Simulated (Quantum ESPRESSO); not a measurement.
# Pb (Lead): phonons by linear response, part 3 of 3

How does Pb (Lead) vibrate, and is this structure a minimum?

Quantum ESPRESSO 7.5; DFT LDA, scalar-relativistic, plane waves, PseudoDojo norm-conserving pseudopotentials.

So far. Step 5 (Linear response on the mesh): The acoustic modes at Γ come out as far as 1.2 cm⁻¹ from zero, where they should vanish, a small numerical error. The relaxed cell has a = 4.888 Å (conventional setting).

### Step 7. Interpolated phonon bands (continued)

Force constants by pair (phonopy on the run's constants); pairs near half the supercell's span include their periodic images. Pair force constants, by row:

| atom | neighbour | distance (Å) | third of the trace (eV/Å²) | along the pair's line (eV/Å²) |
| --- | --- | --- | --- | --- |
| Pb1 | itself | 0 | 1.882 | – |
| Pb1 | Pb | 3.457 | -0.1217 | -0.467 |
| Pb1 | Pb | 4.888 | -0.0521 | -0.0862 |
| Pb1 | Pb | 5.987 | -0.0068 | -0.0053 |
| Pb1 | Pb | 6.913 | -0.0356 | -0.1233 |

Harmonic mean-square displacement, third of the trace. Mean-square displacements:

| T (K) | Pb1 U_eq (Å²) |
| --- | --- |
| 0 | 0.00189 |
| 100 | 0.00757 |
| 300 | 0.02218 |
| 600 | 0.04427 |

Mode patterns, pair constants, displacements and means over the zone were worked out by phonopy from the force constants of q2r.x.

All branches are real along the path.

### Step 8. Density of states

Sums over the zone need many more wavevectors than were solved, so the interpolation is sampled on a dense mesh.

File matdyn.in:

```
&INPUT
  asr    = 'crystal'
  flfrc  = 'x.fc'
  dos    = .true.
  fldos  = 'x.dos'
  nk1    = 16
  nk2    = 16
  nk3    = 16
  deltaE = 0.3
/
```

On the command line:

```bash
matdyn.x -in matdyn.in > matdyn.out
```

Numbers of over 12 decimals in the logs are rounded to 6 here.

The log of the run:

```text
[banner, memory and clock lines left out]
Program MATDYN v.7.5

 mass for atomic type   1 not given; uses mass from file x.fc
 Norm of the difference between old and new effective charges:    0.000000

 Norm of the difference between old and new force-constants:   4.99047e-06

     Message from routine matdyn:
     Z* not found in file x.fc, TO-LO splitting at q=0 will be absent!

Note: The following floating-point exceptions are signalling: IEEE_UNDERFLOW_FLAG
```

It took 1 s on 1 thread of Arm Neoverse V2, shared host.

Read from the output:

```
share of modes beyond 3i cm⁻¹ on the dense interpolated mesh : 0
zero-point energy per atom                                   : 8.9 meV
heat capacity at 300 K                                       : 24.83 J/(mol atoms K)
vibrational entropy at 300 K                                 : 62.83 J/(mol atoms K)
```

Tetrahedra. Table of phonon density of states by wavenumber; read off at these points:

| wavenumber (cm⁻¹) | phonon density of states (1/cm⁻¹/cell) |
| --- | --- |
| 0.00 | 0 |
| 2.50 | 6.3e-5 |
| 5.00 | 2.4e-4 |
| 7.50 | 9.8e-4 |
| 10.00 | 0.00203 |
| 12.50 | 0.00309 |
| 15.00 | 0.00562 |
| 17.50 | 0.00690 |
| 20.00 | 0.00984 |
| 22.50 | 0.0125 |
| 25.00 | 0.0168 |
| 27.50 | 0.0210 |
| 30.00 | 0.0283 |
| 32.50 | 0.0373 |
| 35.00 | 0.0604 |
| 37.50 | 0.112 |
| 40.00 | 0.171 |
| 42.50 | 0.0950 |
| 45.00 | 0.0678 |
| 47.50 | 0.0599 |
| 50.00 | 0.0541 |
| 52.50 | 0.0584 |
| 55.00 | 0.0522 |
| 57.50 | 0.0290 |
| 60.00 | 0.0309 |
| 62.50 | 0.0784 |
| 65.00 | 0.123 |
| 66.30 | 0.135 |
| 67.50 | 0.0693 |
| 70.00 | 0.0234 |
| 72.50 | 7.7e-5 |

Harmonic thermodynamic functions per atom, summed over the density of states scaled to three modes an atom; melting is ignored. Thermodynamic functions:

| T (K) | F_vib (meV/atom) | S (J/mol-atom/K) | C_V (J/mol-atom/K) |
| --- | --- | --- | --- |
| 0 | 8.9 | 0 | 0 |
| 50 | 4.63 | 20.07 | 21.19 |
| 100 | -10.26 | 35.89 | 23.92 |
| 200 | -57.17 | 52.79 | 24.68 |
| 300 | -117.4 | 62.83 | 24.83 |
| 400 | -186.4 | 69.98 | 24.88 |
| 500 | -261.9 | 75.53 | 24.9 |
| 600 | -342.7 | 80.08 | 24.91 |
| 700 | -427.7 | 83.92 | 24.92 |
| 800 | -516.4 | 87.25 | 24.93 |
| 900 | -608.4 | 90.18 | 24.93 |
| 1000 | -703.3 | 92.81 | 24.93 |

At 300 K the heat capacity has reached 100 % of the Dulong-Petit value.

### Step 9. The dispersion under another sum rule (asr all)

The sum rule corrects the force constants themselves, so it can shift branches at any wavevector, low ones most.

File matdyn.in:

```
&INPUT
  asr              = 'all'
  flfrc            = 'x.fc'
  flfrq            = 'x.freq'
  flvec            = 'x.modes'
  q_in_band_form   = .true.
  q_in_cryst_coord = .true.
/
8
  0.0000000   0.0000000   0.0000000   8  ! GAMMA
  0.0000000   0.5000000   0.5000000   8  ! X
  0.0000000   0.6250000   0.3750000   1  ! U
 -0.3750000   0.3750000  -0.0000000   8  ! K
  0.0000000   0.0000000   0.0000000   8  ! GAMMA
  0.0000000   0.5000000   0.0000000   8  ! L
 -0.2500000   0.5000000   0.2500000   8  ! W
  0.0000000   0.5000000   0.5000000   1  ! X
```

On the command line:

```bash
matdyn.x -in matdyn.in > matdyn.out
```

The log of the run:

```text
[banner, memory and clock lines left out]
Program MATDYN v.7.5

 mass for atomic type   1 not given; uses mass from file x.fc
 Norm of the difference between old and new effective charges:    0.000000

 Huang before:    1   1   1   2,   residual stress:   0.000000
 Huang before:    1   1   1   3,   residual stress:   0.000000
 Huang before:    1   1   2   2,   residual stress:  -0.000000
 Huang before:    1   1   2   3,   residual stress:  -0.000000
 Huang before:    1   1   3   3,   residual stress:  -0.000000
 Huang before:    1   2   1   3,   residual stress:  -0.000000
 Huang before:    1   2   2   2,   residual stress:   0.000000
 Huang before:    1   2   2   3,   residual stress:   0.000000
 Huang before:    1   2   3   3,   residual stress:  -0.000000
 Huang before:    1   3   2   2,   residual stress:   0.000000
 Huang before:    1   3   2   3,   residual stress:  -0.000000
 Huang before:    1   3   3   3,   residual stress:  -0.000000
 Huang before:    2   2   2   3,   residual stress:  -0.000000
 Huang before:    2   2   3   3,   residual stress:  -0.000000
 Huang before:    2   3   3   3,   residual stress:  -0.000000

 Norm of the difference between old and new force-constants:   4.99047e-06

     Message from routine matdyn:
     Z* not found in file x.fc, TO-LO splitting at q=0 will be absent!
     Message from routine matdyn:
     Z* not found in file x.fc, TO-LO splitting at q=0 will be absent!

Note: The following floating-point exceptions are signalling: IEEE_UNDERFLOW_FLAG

   You are using asr="all", please consider citing C. Lin, S. Ponc\'e and N. Marzari, npj Comput Mater 8, 236 (2022).
```

Wall time 0.46 s (1 thread).

At the labelled points the branches move by no more than 0.1 cm⁻¹.

### Step 10. Outcome

| Quantity | Value |
| --- | --- |
| space group after relaxation | Fm-3m |
| volume per atom | 29.2 Å³ |
| q mesh | 4×4×4 |
| lowest mode on the q mesh (acoustic ones at the zone centre apart) | 24.0 cm⁻¹ |
| zero-point energy per atom | 8.9 meV |
| heat capacity at 300 K | 24.8 J/(mol atoms K) |
| vibrational entropy at 300 K | 62.8 J/(mol atoms K) |
| imaginary modes on the q mesh | none |

In words: Pb (Lead) is dynamically stable on the 4×4×4 mesh; its spectrum reaches 72 cm⁻¹. These are harmonic frequencies at zero temperature: anharmonic shifts and linewidths and thermal expansion are left out. Spin-orbit coupling is left out, which can matter for the heavy elements here. In a metal the frequencies hang on the k mesh and the smearing, most of all near Kohn anomalies.

[Host names and launcher messages were left out of these logs when they were recorded.]

[Logs are printed without paths, hosts, clocks, repeated set-up lines and the standing remarks that a program may print on its own settings, such as how far it seeks lower states.]

[Hosts, paths, dates, database ids (printed as entryN), source tags and the programs' standing remarks are cut or masked in the printed files.]
